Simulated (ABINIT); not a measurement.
## A GW chain in ABINIT: CaGaSiH (P3m1)

Wanted: ground state, empty states, screening and self-energy for CaGaSiH (P3m1).

Method: LDA and many-body steps on it, plane waves, in ABINIT 10.8.3.

### Step 1. Set-up

It takes space group P3m1 (No. 156, trigonal). Conventional cell: a = 4.091 Å, b = 4.091 Å, c = 4.763 Å, α = 90.00°, β = 90.00°, γ = 120.00°. Nearest to Ca lie 3 H at 2.39 Å and 3 Si at 3.14 Å and 3 Ga at 3.17 Å. Ga has 1 H at 1.75 Å and 3 Si at 2.43 Å nearest. Si has 3 Ga at 2.43 Å and 3 Ca at 3.14 Å nearest. Nearest to H lie 1 Ga at 1.75 Å and 3 Ca at 2.39 Å. Farther neighbours are not listed.

Structure file:

```cif
data_structure
_symmetry_space_group_name_H-M 'P 1'
_symmetry_Int_Tables_number 1
_cell_length_a 4.0911
_cell_length_b 4.0911
_cell_length_c 4.7628
_cell_angle_alpha 90.000
_cell_angle_beta 90.000
_cell_angle_gamma 120.000
_cell_volume 69.04
loop_
_atom_site_label
_atom_site_type_symbol
_atom_site_fract_x
_atom_site_fract_y
_atom_site_fract_z
_atom_site_occupancy
Ca1 Ca 0.33333 0.66667 0.00000 1
Ga2 Ga 0.00000 0.00000 0.55680 1
Si3 Si 0.66667 0.33333 0.43370 1
H4 H 0.00000 0.00000 0.92500 1
```

The cell and positions come from the Crystallography Open Database and are kept as given unless a step says otherwise.

### Step 2. Ground state

This step: ABINIT 10.8.3; DFT, LDA, plane waves, norm-conserving pseudopotentials.

The ground-state density comes first.

Contents of run.abi:

```
acell 3*1.0 Angstrom
rprim 
  4.091099999987 0.000000000003 0.000000000000
  -2.045549999996 3.542996529410 0.000000000000
  0.000000000000 0.000000000000 4.762800000000
ntypat 4
znucl 20 31 14 1
natom 4
typat 1 2 3 4
xred 
  0.333333333333 0.666666666667 0.000000000000
  -0.000000000000 0.000000000000 0.556800000000
  0.666666666667 0.333333333333 0.433700000000
  -0.000000000000 0.000000000000 0.925000000000
pp_dirpath "pseudos"
pseudos "Ca.upf, Ga.upf, Si.upf, H.upf"
ecut 45
ngkpt 6 6 4
nshiftk 1
shiftk 0 0 0
kptopt 1
chksymbreak 0
nband 24
occopt 1
tolvrs 1e-10
nstep 60
prtwf 0
optforces 0
optstress 0
indata_prefix "in"
outdata_prefix "out"
tmpdata_prefix "tmp"
```

Started as:

```console
OMP_NUM_THREADS=1 mpirun -n 4 abinit run.abi > log
```

Numbers of over 12 decimals in the logs are rounded to 6 here.

Output:

```text
.Version 10.8.3 of ABINIT. v10.8.2 released Aug 2026.

 Symmetries : space group P3 m 1 (#156); Bravais hP (primitive hexag.)
================================================================================
 Values of the parameters that define the memory need of the present run
     intxc =       0    ionmov =       0      iscf =       7    lmnmax =       6
     lnmax =       6     mgfft =      60  mpssoang =       3    mqgrid =    3001
     natom =       4  nloc_mem =       1    nspden =       1   nspinor =       1
    nsppol =       1      nsym =       6    n1xccc =    2501    ntypat =       4
    occopt =       1   xclevel =       1
-    mband =          24        mffmem =           1         mkmem =           6
       mpw =        6742          nfft =      138240          nkpt =          24
================================================================================
  Rough estimation (10% accuracy) of disk space for files :
================================================================================

--------------------------------------------------------------------------------
------------- Echo of variables that govern the present computation ------------
--------------------------------------------------------------------------------
 -outvars: echo values of preprocessed input variables --------
            acell      1.8897261259E+00  1.8897261259E+00  1.8897261259E+00 Bohr

      chksymbreak           0
             ecut      4.50000000E+01 Hartree
-          fftalg         312

              ixc       -1012
              kpt      0.00000000E+00  0.00000000E+00  0.00000000E+00
                       1.66666667E-01  0.00000000E+00  0.00000000E+00
                       3.33333333E-01  0.00000000E+00  0.00000000E+00
                       5.00000000E-01  0.00000000E+00  0.00000000E+00
                       1.66666667E-01  1.66666667E-01  0.00000000E+00
                       3.33333333E-01  1.66666667E-01  0.00000000E+00
                       3.33333333E-01  3.33333333E-01  0.00000000E+00
                       0.00000000E+00  0.00000000E+00  2.50000000E-01
                       1.66666667E-01  0.00000000E+00  2.50000000E-01
   [... 13 further rows ...]
                       3.33333333E-01  1.66666667E-01  5.00000000E-01
                       3.33333333E-01  3.33333333E-01  5.00000000E-01
         kptrlatt        6    0    0      0    6    0      0    0    4
          kptrlen      3.60015504E+01
P           mkmem           6
            natom           4
            nband          24
            ngfft          48      48      60
             nkpt          24
            nstep          60
             nsym           6
           ntypat           4
              occ      2.000000  2.000000  2.000000  2.000000  2.000000  2.000000
                       2.000000  2.000000  2.000000  2.000000  2.000000  2.000000
                       2.000000  2.000000  2.000000  2.000000  2.000000  2.000000
                       0.000000  0.000000  0.000000  0.000000  0.000000  0.000000
        optforces           0
        optstress           0
            prtwf           0
            rprim      4.0911000000E+00  3.0000000000E-12  0.0000000000E+00
[...]
spgroup         156

           tolvrs      1.00000000E-10

             xred      3.3333333333E-01  6.6666666667E-01  0.0000000000E+00
[...]
znucl       20.00000   31.00000   14.00000    1.00000

================================================================================

 chkinp: Checking input parameters for consistency.

================================================================================
== DATASET  1 ==================================================================
-   mpi_nproc: 4, omp_nthreads: 1 (-1 if OMP is not activated)

--- !DatasetInfo
iteration_state: {dtset: 1, }
dimensions: {natom: 4, nkpt: 24, mband: 24, nsppol: 1, nspinor: 1, nspden: 1, mpw: 6742, }
cutoff_energies: {ecut:  45.0, pawecutdg:  -1.0, }
electrons: {nelect:   3.60000000E+01, charge:   0.00000000E+00, occopt:   1.00000000E+00, tsmear:   1.00000000E-02, }

 Real(R)+Recip(G) space primitive vectors, cartesian coordinates (Bohr,Bohr^-1):
 R(1)=  7.7310586  0.0000000  0.0000000  G(1)=  0.1293484  0.0746793  0.0000000
 R(2)= -3.8655293  6.6952931  0.0000000  G(2)=  0.0000000  0.1493587  0.0000000
 R(3)=  0.0000000  0.0000000  9.0003876  G(3)=  0.0000000  0.0000000  0.1111063
 Unit cell volume ucvol=  4.6587539E+02 bohr^3
 Angles (23,13,12)=  9.00000000E+01  9.00000000E+01  1.20000000E+02 degrees

 getcut: wavevector=  0.0000  0.0000  0.0000  ngfft=  48  48  60
         ecut(hartree)=     45.000   => boxcut(ratio)=   2.05604

--- Pseudopotential description ------------------------------------------------
- Ca Generated using ONCVPSP code by D. R. Hamann
- 20.00000  10.00000  180309                  znucl, zion, pspdat
12 -1012 2 -1 1724                            pspcod,pspxc,lmax,lloc,mmax
     nproj     2     2     2
  pspatm : epsatm=   12.51424511
         --- l  ekb(1:nproj) -->
[...]
pspatm: atomic psp has been read  and splines computed

- Ga Generated using ONCVPSP code by D. R. Hamann
- 31.00000  21.00000  180309                  znucl, zion, pspdat
12 -1012 2 -1 1858                            pspcod,pspxc,lmax,lloc,mmax
     nproj     2     2     2
  pspatm : epsatm=   21.89818218
         --- l  ekb(1:nproj) -->
[...]
pspatm: atomic psp has been read  and splines computed

- Si Generated using ONCVPSP code by D. R. Hamann
- 14.00000   4.00000  180309                  znucl, zion, pspdat
12 -1012 2 -1 1510                            pspcod,pspxc,lmax,lloc,mmax
     nproj     2     2     2
  pspatm : epsatm=    6.67003958
         --- l  ekb(1:nproj) -->
[...]
pspatm: atomic psp has been read  and splines computed

- H Generated using ONCVPSP code by D. R. Hamann
-  1.00000   1.00000  180309                  znucl, zion, pspdat
12 -1012 1 -1 1180                            pspcod,pspxc,lmax,lloc,mmax
     nproj     2     1     0
  pspatm : epsatm=    0.35439867
         --- l  ekb(1:nproj) -->
[...]
1   -0.275071
 pspatm: atomic psp has been read  and splines computed

   1.49172716E+03                                ecore*ucvol(ha*bohr**3)
--------------------------------------------------------------------------------

_setup2: Arith. and geom. avg. npw (full set) are    6715.882    6715.870

================================================================================

--- !BeginCycle
iteration_state: {dtset: 1, }
solver: {iscf: 7, nstep: 60, nline: 4, wfoptalg: 0, }
tolerances: {tolvrs: 1.00E-10, }

     iter   Etot(hartree)      deltaE(h)  residm     vres2
 ETOT  1  -286.67793541264    -2.867E+02 4.522E-01 1.145E+04
 ETOT  2  -288.84984792210    -2.172E+00 1.124E-01 2.039E+04
 ETOT  3  -291.11071337074    -2.261E+00 4.380E-02 3.553E+03
 ETOT  4  -291.33957740612    -2.289E-01 5.211E-02 1.572E+03
 ETOT  5  -291.49090914804    -1.513E-01 2.734E-02 2.282E+02
 ETOT  6  -291.50245128854    -1.154E-02 2.447E-02 1.142E+02
 ETOT  7  -291.51488029935    -1.243E-02 1.294E-02 5.540E-01
 ETOT  8  -291.51495980547    -7.951E-05 4.086E-03 8.565E-03
 ETOT  9  -291.51495971800     8.747E-08 1.759E-03 8.884E-03
 ETOT 10  -291.51496102602    -1.308E-06 2.935E-03 1.838E-04
 ETOT 11  -291.51496104039    -1.437E-08 7.981E-04 2.552E-05
 ETOT 12  -291.51496104338    -2.990E-09 1.861E-03 1.062E-06
 ETOT 13  -291.51496104365    -2.612E-10 3.695E-04 3.741E-08
 ETOT 14  -291.51496104366    -1.262E-11 8.486E-04 9.092E-10
 ETOT 15  -291.51496104365     1.125E-11 2.045E-04 1.019E-11

 At SCF step   15       vres2   =  1.02E-11 < tolvrs=  1.00E-10 =>converged.

--- !ResultsGS
iteration_state: {dtset: 1, }
comment   : Summary of ground state results
lattice_vectors:
- [  7.7310586,   0.0000000,   0.0000000, ]
- [ -3.8655293,   6.6952931,   0.0000000, ]
- [  0.0000000,   0.0000000,   9.0003876, ]
lattice_lengths: [   7.73106,    7.73106,    9.00039, ]
lattice_angles: [ 90.000,  90.000, 120.000, ] # degrees, (23, 13, 12)
lattice_volume:   4.6587539E+02
convergence: {deltae:  1.125E-11, res2:  1.019E-11, residm:  2.045E-04, diffor:  0.000E+00, }
etotal    :  -2.91514961E+02
entropy   :   0.00000000E+00
fermie    :   2.24963925E-01
cartesian_stress_tensor: null
pressure_GPa: null
xred      :
- [  3.3333E-01,   6.6667E-01,   0.0000E+00, Ca]
- [ -3.3329E-13,   3.3351E-13,   5.5680E-01, Ga]
- [  6.6667E-01,   3.3333E-01,   4.3370E-01, Si]
- [ -3.3329E-13,   3.3351E-13,   9.2500E-01,  H]
cartesian_forces: null
force_length_stats: {min: null, max: null, mean: null, }

 Integrated electronic density in atomic spheres:
 ------------------------------------------------
 Atom  Sphere_radius  Integrated_density
[...]
4        2.00000          1.40598746
================================================================================

 ----iterations are completed or convergence reached----

 Mean square residual over all n,k,spin=   12.896E-07; max=  20.450E-05
 reduced coordinates (array xred) for    4 atoms
       0.333333333333      0.666666666667      0.000000000000
      -0.000000000000      0.000000000000      0.556800000000
       0.666666666666      0.333333333334      0.433700000000
      -0.000000000000      0.000000000000      0.925000000000
 rms dE/dt=  0.0000E+00; max dE/dt=  0.0000E+00; dE/dt below (all hartree)
    1       0.000000000000      0.000000000000      0.000000000000
    2       0.000000000000      0.000000000000      0.000000000000
    3       0.000000000000      0.000000000000      0.000000000000
    4       0.000000000000      0.000000000000      0.000000000000

 cartesian coordinates (angstrom) at end:
    1     -3.71e-12     2.361998     0.000000
    2     -2.05e-12     1.18e-12     2.651927
    3      2.045550     1.180999     2.065626
    4     -2.05e-12     1.18e-12     4.405590
 length scales=  1.889726125908  1.889726125908  1.889726125908 bohr
              =  1.000000000000  1.000000000000  1.000000000000 angstroms
 prteigrs : about to open file out_EIG
 Fermi (or HOMO) energy (hartree) =   0.22496   Average Vxc (hartree)=  -0.37046
 Eigenvalues (hartree) for nkpt=  24  k points:
 kpt#   1, nband= 24, wtk=  0.00694, kpt=  0.0000  0.0000  0.0000 (reduced coord)
  -5.04351   -3.24884   -3.24787   -3.24787   -1.28336   -0.59671   -0.59250   -0.59250
  -0.33749   -0.33539   -0.33539   -0.33335   -0.33335   -0.17059    0.04963    0.13836
   0.19137    0.19137    0.25781    0.32720    0.32720    0.34510    0.34750    0.35239
 prteigrs : prtvol=0 or 1, do not print more k-points.

--- !EnergyTerms
iteration_state     : {dtset: 1, }
comment             : Components of total free energy in Hartree
kinetic             :  1.35303490815798E+02
hartree             :  1.29534825582922E+02
xc                  : -3.44132229908551E+01
Ewald energy        : -1.29885620549711E+02
psp_core            :  3.20198746702892E+00
local_psp           : -3.39734499374023E+02
non_local_psp       : -5.55219219948073E+01
total_energy        : -2.91514961043647E+02
total_energy_eV     : -7.93252620144079E+03
band_energy         : -3.85180217232641E+01

== END DATASET(S) ==============================================================
================================================================================

 -outvars: echo values of variables after computation  --------
           etotal     -2.9151496104E+02
            nband          24
             nkpt          24
          spgroup         156
 [... the other variables as echoed above ...]

 Calculation completed.
```

The job ended after 41 s (4 MPI ranks of Arm Neoverse V2, shared host; peak memory 0.41 GiB; 2.7 min of CPU time).

This step gave:

```
total energy               : -7932.5262 eV
gap                        : 0.1121 eV
k of the valence top       : 0, 0, 0.5
k of the conduction bottom : 0.5, 0, 0
least direct gap           : 1.210 eV
```

The gap is indirect, with the least direct gap 1.10 eV higher.

### Step 3. Empty states on the mesh, 3×3×2 mesh, 69 bands

The sums over transitions need many empty states on a uniform mesh; this step solves for them.

run.abi: that of step 2 with these lines changed.

```diff
@@ -17,3 +17,3 @@
 ecut 45
-ngkpt 6 6 4
+ngkpt 3 3 2
 nshiftk 1
@@ -22,9 +22,10 @@
 chksymbreak 0
-nband 24
-occopt 1
-tolvrs 1e-10
+iscf -2
+irdden 1
+istwfk *1
+nband 69
+nbdbuf 6
+tolwfr 1e-09
 nstep 60
-prtwf 0
-optforces 0
-optstress 0
+prtvol 0
 indata_prefix "in"
```

Output:

```text
.Version 10.8.3 of ABINIT. v10.8.2 released Aug 2026.

 Symmetries : space group P3 m 1 (#156); Bravais hP (primitive hexag.)
[... echo of the input left out ...]
== DATASET  1 ==================================================================
-   mpi_nproc: 4, omp_nthreads: 1 (-1 if OMP is not activated)

--- !DatasetInfo
iteration_state: {dtset: 1, }
dimensions: {natom: 4, nkpt: 6, mband: 69, nsppol: 1, nspinor: 1, nspden: 1, mpw: 6732, }
cutoff_energies: {ecut:  45.0, pawecutdg:  -1.0, }
electrons: {nelect:   3.60000000E+01, charge:   0.00000000E+00, occopt:   1.00000000E+00, tsmear:   1.00000000E-02, }

 Real(R)+Recip(G) space primitive vectors, cartesian coordinates (Bohr,Bohr^-1):
 R(1)=  7.7310586  0.0000000  0.0000000  G(1)=  0.1293484  0.0746793  0.0000000
 R(2)= -3.8655293  6.6952931  0.0000000  G(2)=  0.0000000  0.1493587  0.0000000
 R(3)=  0.0000000  0.0000000  9.0003876  G(3)=  0.0000000  0.0000000  0.1111063
 Unit cell volume ucvol=  4.6587539E+02 bohr^3
 Angles (23,13,12)=  9.00000000E+01  9.00000000E+01  1.20000000E+02 degrees

 getcut: wavevector=  0.0000  0.0000  0.0000  ngfft=  48  48  60
         ecut(hartree)=     45.000   => boxcut(ratio)=   2.05604

--- Pseudopotential description ------------------------------------------------
- Ca Generated using ONCVPSP code by D. R. Hamann
- 20.00000  10.00000  180309                  znucl, zion, pspdat
12 -1012 2 -1 1724                            pspcod,pspxc,lmax,lloc,mmax
     nproj     2     2     2
  pspatm : epsatm=   12.51424511
         --- l  ekb(1:nproj) -->
             0   10.026170    0.975458
             1    2.942990    0.445396
             2   -3.490458   -1.115963
 pspatm: atomic psp has been read  and splines computed

- Ga Generated using ONCVPSP code by D. R. Hamann
- 31.00000  21.00000  180309                  znucl, zion, pspdat
12 -1012 2 -1 1858                            pspcod,pspxc,lmax,lloc,mmax
     nproj     2     2     2
  pspatm : epsatm=   21.89818218
         --- l  ekb(1:nproj) -->
[...]
pspatm: atomic psp has been read  and splines computed

- Si Generated using ONCVPSP code by D. R. Hamann
- 14.00000   4.00000  180309                  znucl, zion, pspdat
12 -1012 2 -1 1510                            pspcod,pspxc,lmax,lloc,mmax
     nproj     2     2     2
  pspatm : epsatm=    6.67003958
         --- l  ekb(1:nproj) -->
[...]
pspatm: atomic psp has been read  and splines computed

- H Generated using ONCVPSP code by D. R. Hamann
-  1.00000   1.00000  180309                  znucl, zion, pspdat
12 -1012 1 -1 1180                            pspcod,pspxc,lmax,lloc,mmax
     nproj     2     1     0
  pspatm : epsatm=    0.35439867
         --- l  ekb(1:nproj) -->
[...]
1   -0.275071
 pspatm: atomic psp has been read  and splines computed

[...]
4.27E-10  6.65E-10  1.43E-10  8.48E-10  7.64E-10  2.61E-10  2.03E-10  7.27E-10
  6.19E-10  1.49E-10  8.69E-10  2.60E-10  3.64E-10  2.55E-10  2.74E-10  5.63E-10
  2.65E-10  8.90E-10  3.76E-10  2.44E-10  8.19E-10  1.63E-10  2.29E-10  6.57E-10
[...]
1.06E-09  5.00E-08  4.16E-07  7.26E-07  1.41E-05
 -5.0435E+00 -3.2488E+00 -3.2479E+00 -3.2479E+00 -1.2834E+00 -5.9671E-01
 -5.9250E-01 -5.9250E-01 -3.3749E-01 -3.3539E-01 -3.3539E-01 -3.3335E-01
 -3.3335E-01 -1.7059E-01  4.9630E-02  1.3836E-01  1.9137E-01  1.9137E-01
[...]
1.3220E+00  1.3432E+00  1.3773E+00  1.3773E+00  1.4039E+00  1.4039E+00
  1.4478E+00  1.4512E+00  1.4512E+00  1.4616E+00  1.4635E+00  1.5095E+00
[...]
prteigrs : prtvol=0 or 1, do not print more k-points.

--- !ResultsGS
iteration_state: {dtset: 1, }
comment   : Summary of ground state results
lattice_vectors:
- [  7.7310586,   0.0000000,   0.0000000, ]
- [ -3.8655293,   6.6952931,   0.0000000, ]
- [  0.0000000,   0.0000000,   9.0003876, ]
lattice_lengths: [   7.73106,    7.73106,    9.00039, ]
lattice_angles: [ 90.000,  90.000, 120.000, ] # degrees, (23, 13, 12)
lattice_volume:   4.6587539E+02
convergence: {deltae:  0.000E+00, res2:  0.000E+00, residm:  9.994E-10, diffor:  0.000E+00, }
etotal    :  -2.91514961E+02
entropy   :   0.00000000E+00
fermie    :   2.24963925E-01
cartesian_stress_tensor: null
pressure_GPa: null
xred      :
- [  3.3333E-01,   6.6667E-01,   0.0000E+00, Ca]
- [ -3.3329E-13,   3.3351E-13,   5.5680E-01, Ga]
- [  6.6667E-01,   3.3333E-01,   4.3370E-01, Si]
- [ -3.3329E-13,   3.3351E-13,   9.2500E-01,  H]
cartesian_forces: null
force_length_stats: {min: null, max: null, mean: null, }

 Integrated electronic density in atomic spheres:
 ------------------------------------------------
 Atom  Sphere_radius  Integrated_density
[...]
================================================================================

 ----iterations are completed or convergence reached----

 Mean square residual over all n,k,spin=   50.567E-11; max=  99.943E-11
 reduced coordinates (array xred) for    4 atoms
[...]
0.666666666666      0.333333333334      0.433700000000
      -0.000000000000      0.000000000000      0.925000000000

 cartesian coordinates (angstrom) at end:
    1     -3.71e-12     2.361998     0.000000
    2     -2.05e-12     1.18e-12     2.651927
    3      2.045550     1.180999     2.065626
    4     -2.05e-12     1.18e-12     4.405590
 length scales=  1.889726125908  1.889726125908  1.889726125908 bohr
              =  1.000000000000  1.000000000000  1.000000000000 angstroms
 prteigrs : about to open file out_EIG
 Eigenvalues (hartree) for nkpt=   6  k points:
 kpt#   1, nband= 69, wtk=  0.05556, kpt=  0.0000  0.0000  0.0000 (reduced coord)
[...]
1.15892    1.19532    1.26073    1.26073    1.27359    1.27359    1.32202    1.34324
   1.37728    1.37728    1.40388    1.40388    1.44785    1.45117    1.45117    1.46164
   1.46348    1.50945    1.50945    1.53437    1.53440
 prteigrs : prtvol=0 or 1, do not print more k-points.

== END DATASET(S) ==============================================================
================================================================================

 -outvars: echo values of variables after computation  --------
            nband          69
             nkpt           6
          spgroup         156
 [... the other variables as echoed above ...]

 Calculation completed.
```

The job ended after 20 s (4 MPI ranks; peak memory 0.34 GiB; 81 s of CPU time).

Numbers from this step:

```yaml
gap: 0.3078 eV
k_of_the_valence_top: 0, 0, 0.5
k_of_the_conduction_bottom: 0.3333, 0.3333, 0
least_direct_gap: 1.210 eV
k_points_computed: 6
lowest_point_of_the_top_converged_band_above_the_valence_top: 33.30 eV
```

On this mesh the gap is 0.308 eV. The earlier step found 0.112 eV, so this mesh misses an edge.

(Part 1 of 2 ends here.)

[Paths, hosts, dates, memory and timing lines, banners, echoed tables and standing remarks are left out of the program output.]

[Logs are printed without paths, hosts, clocks, repeated set-up lines and the standing remarks that a program may print on its own settings, such as how far it seeks lower states.]

[Runs of the session that timed out or met a known fault of the program may be left out.]

[Hosts, paths, dates, database ids (printed as entryN), source tags and the programs' standing remarks are cut or masked in the printed files.]

[G0W0 gaps are taken among the corrected bands and points alone; a level outside them can change the order at an edge.]

[Where Ansatz stands beside ABINIT at settings called matched, ABINIT's density can come from a denser mesh and the files from another edition; pairs whose starting gaps differed by over 0.03 eV were left out, so agreement reads better than it is.]
